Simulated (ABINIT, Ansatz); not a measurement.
# Calculated records

## Quasiparticle gap of BaTiO3 (P4mm) in ABINIT

The structure is tetragonal, space group P4mm (No. 99). Conventional cell: a = 4.000 Å, b = 4.000 Å, c = 4.018 Å, α = 90.00°, β = 90.00°, γ = 90.00°. Nearest to Ba lie 12 O at 2.79 to 2.88 Å. Nearest to Ti lie 6 O at 1.89 to 2.13 Å. O has 2 Ti at 1.89 to 2.13 Å and 4 Ba at 2.83 Å nearest. Nearest to O lie 2 Ti at 2.00 Å and 4 Ba at 2.79 to 2.88 Å. Farther neighbours, and contacts between anions beyond the nearest, are not listed.

```xyz
5
Lattice="3.9998 0.0000 0.0000 0.0000 3.9998 0.0000 0.0000 0.0000 4.0180" Properties=species:S:1:pos:R:3 pbc="T T T"
Ba    0.0000    0.0000    0.0000
Ti    1.9999    1.9999    1.9688
O     1.9999    1.9999    0.0763
O     1.9999    0.0000    2.0773
O     0.0000    1.9999    2.0773
```

```yaml
method: RPA screening on PBE, plane waves, norm-conserving pseudopotentials (and 2 further levels or steps)
program: ABINIT 10.8.3
settings: cutoff 38 Ha, PseudoDojo scalar-relativistic 0.4.1 standard, norm-conserving, ngkpt (4, 4, 4), nband 432, ecuteps 10 Ha, inclvkb 2, shiftk (0, 0, 0), symchi 1, awtr 1, frequency ppm, 4×4×4 k-mesh
cost: 4 runs, 43 min in all on 16 MPI ranks of Arm Neoverse N1, shared host
notes: The database entry behind the starting cell differs from other determinations of this structure. The program’s warnings: nkpt*nsppol () is not a multiple of nproc spkpt (). The cell and positions come from the Crystallography Open Database and are kept as given unless a step says otherwise. Limits: no spin-orbit coupling. The 4×4×4 mesh is coarse for this cell, which bears on the long-range parts of exchange and screening.
pbe_gap: 1.83 eV, indirect
g0w0_gap_on_the_mesh: 3.24 eV
gw_settings: 4×4×4 mesh, 432 bands, screening to 272.1 eV, Godby-Needs plasmon pole
known_limits: short of the basis limit; no spin-orbit coupling; coarse k mesh
```

G0W0 moves the gap on the mesh from 1.83 eV to 3.24 eV (+1.42 eV), with Z of 0.76 and 0.77 at the edges. Local fields lower the RPA ε∞ on this mesh from 6.75 to 6.16; a Γ-centred mesh this coarse tends to raise both, most where the direct gap is narrow, while a short band sum lowers them.

[Long decimals in the printed logs are rounded to 6 places.]

[Logs are printed without paths, hosts, clocks, repeated set-up lines and the standing remarks that a program may print on its own settings, such as how far it seeks lower states.]

[Paths, hosts, dates, memory and timing lines, banners, echoed tables and standing remarks are left out of the program output; an Ansatz launch command may be rebuilt from the run's recorded settings. Measured values are a selection of at most five: reports struck by readers or far from the other reports are left out. None is set beside runs whose start may be inverted or whose files or cutoffs have a known fault.]

[Runs of the session that timed out or met a known fault of the program may be left out.]

[Hosts, paths, dates, database ids (printed as entryN), source tags and the programs' standing remarks are cut or masked in the printed files.]

[G0W0 gaps are taken among the corrected bands and points alone; a level outside them can change the order at an edge.]

[Where Ansatz stands beside ABINIT at settings called matched, ABINIT's density can come from a denser mesh and the files from another edition; pairs whose starting gaps differed by over 0.03 eV were left out, so agreement reads better than it is.]
